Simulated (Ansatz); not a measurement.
In doubt: one-shot GW on d or f shells is unsure, so the values of those runs are not to be relied on.

KSrCeSbO6 (F-43m), computed twice by G0W0.

```
K Sr Ce Sb O
1.0
     0.00000    4.23216    4.23216
     4.23216    0.00000    4.23216
     4.23216    4.23216    0.00000
K Sr Ce Sb O
1 1 1 1 6
Direct
  0.75000 0.75000 0.75000
  0.25000 0.25000 0.25000
  0.00000 0.00000 0.00000
  0.50000 0.50000 0.50000
  0.73741 0.26259 0.26259
  0.26259 0.73741 0.73741
  0.73741 0.73741 0.26259
  0.26259 0.26259 0.73741
  0.26259 0.73741 0.26259
  0.73741 0.26259 0.73741
```

The cell and positions are those that the Materials Project relaxed with its own functionals (PBE, PBE+U or r2SCAN), kept fixed. Spin-orbit coupling is left out unless a run names it.

The first (Ansatz 0.2.0; start PBE with 35 % screened exact exchange, 2×2×2 mesh, 632 empty bands, screening to 150 eV, PAW set soft_1 files; 1 × NVIDIA H100 80GB HBM3 (shared by 6 runs) with 2 threads of AMD EPYC 7R13 (Zen 3), shared host) gave, on its mesh: starting gap 4.65 eV, G0W0 gap 5.58 eV, RPA ε∞ (mean) 3.23, 35 s.

The second gave: starting gap 8.78 eV, G0W0 gap 6.64 eV, RPA ε∞ (mean) 2.54, 42 s.

Question: What was changed in the input? Choose among start, files, mesh, bands and cutoff, frequency model or another key.

Changed: start from PBE with 35 % screened exact exchange to PBE with 75 % screened exact exchange. A jump of this size in the start, with ε∞ moving the other way, marks another functional. Other changes could give like numbers; this is the one that was made.

Limits: not at the basis limit; f levels unsure; no spin polarisation; f levels unsure; no spin-orbit coupling; coarse k mesh.

[Paths, hosts, dates, memory and timing lines, banners, echoed tables and standing remarks are left out of the program output.]

[Logs are printed without paths, hosts, clocks, repeated set-up lines and the standing remarks that a program may print on its own settings, such as how far it seeks lower states.]

[Runs of the session that timed out or met a known fault of the program may be left out.]

[Cells called generated may have been cut or substituted from an entry of the Crystallography Open Database or the Materials Project.]

[Hosts, paths, dates, database ids (printed as entryN), source tags and the programs' standing remarks are cut or masked in the printed files.]
